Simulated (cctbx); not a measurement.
# What resolution and counting buy: Mg3As

Space group Pm-3m (no. 221), a = 4.4170 Å, b = 4.4170 Å, c = 4.4170 Å, α = 90.00°, β = 90.00°, γ = 90.00°.

| atom | mult. | x | y | z | Ueq (Å²) |
| --- | --- | --- | --- | --- | --- |
| As1 | 1 | 0 | 0 | 0 | 0.0036 |
| Mg1 | 3 | 0 | 1/2 | 1/2 | 0.0061 |

The model is made up (kin elements in a known structure type, no relaxation), so it says nothing on whether the phase exists.

Five simulated data sets (cctbx; Ag Kα, λ = 0.56087 Å; 6 % proportional error) differ in resolution or exposure (noise floor 8 counts in the first three, 8 in the last two). Each is refined with the right model, isotropic at 1.1 Å and anisotropic otherwise. How do the figures of merit and the uncertainties move?

```
d min (Å)  top counts  ⟨I/σ⟩ (unmerged, absences included)  unique  param. (scale apart)   Rint      R1  GooF  largest s.u. xyz (fractional)  s.u. U of Mg1 (Å²)  largest error (Å)
      1.1        5000                                 13.2      15                     2  0.043  0.0076  0.62                        0.00000              0.0007             0.0000
     0.84        5000                                 12.3      30                     3  0.049  0.0097  0.83                        0.00000              0.0006             0.0000
      0.6        5000                                 10.3      68                     3  0.059  0.0100  0.84                        0.00000              0.0003             0.0000
     0.75         300                                  2.8      38                     3  0.203  0.0331  0.82                        0.00000              0.0024             0.0000
     0.75        3000                                  9.8      38                     3  0.056  0.0094  0.82                        0.00000              0.0005             0.0000
```

The number of reflections grows roughly as 1/d³: 15, 30 and 68 here. R1 follows the noise rather than the truth: at 300 counts it is 0.0331, at 3000 counts 0.0094, while GooF is 0.82 and 0.82: the weights 1/σ² carry the noise. The s.u. of U (U11 where anisotropic) for Mg1 goes 0.0007, 0.0006, 0.0003 Å² with resolution and 0.0024, 0.0005 Å² with exposure.

Hardware for the 0.6 Å refinement: 0.53 s on 1 thread of Arm Neoverse N1, on a shared host, peak memory 0.09 GiB.

[Logs are printed without paths, hosts, clocks, repeated set-up lines and the standing remarks that a program may print on its own settings, such as how far it seeks lower states.]
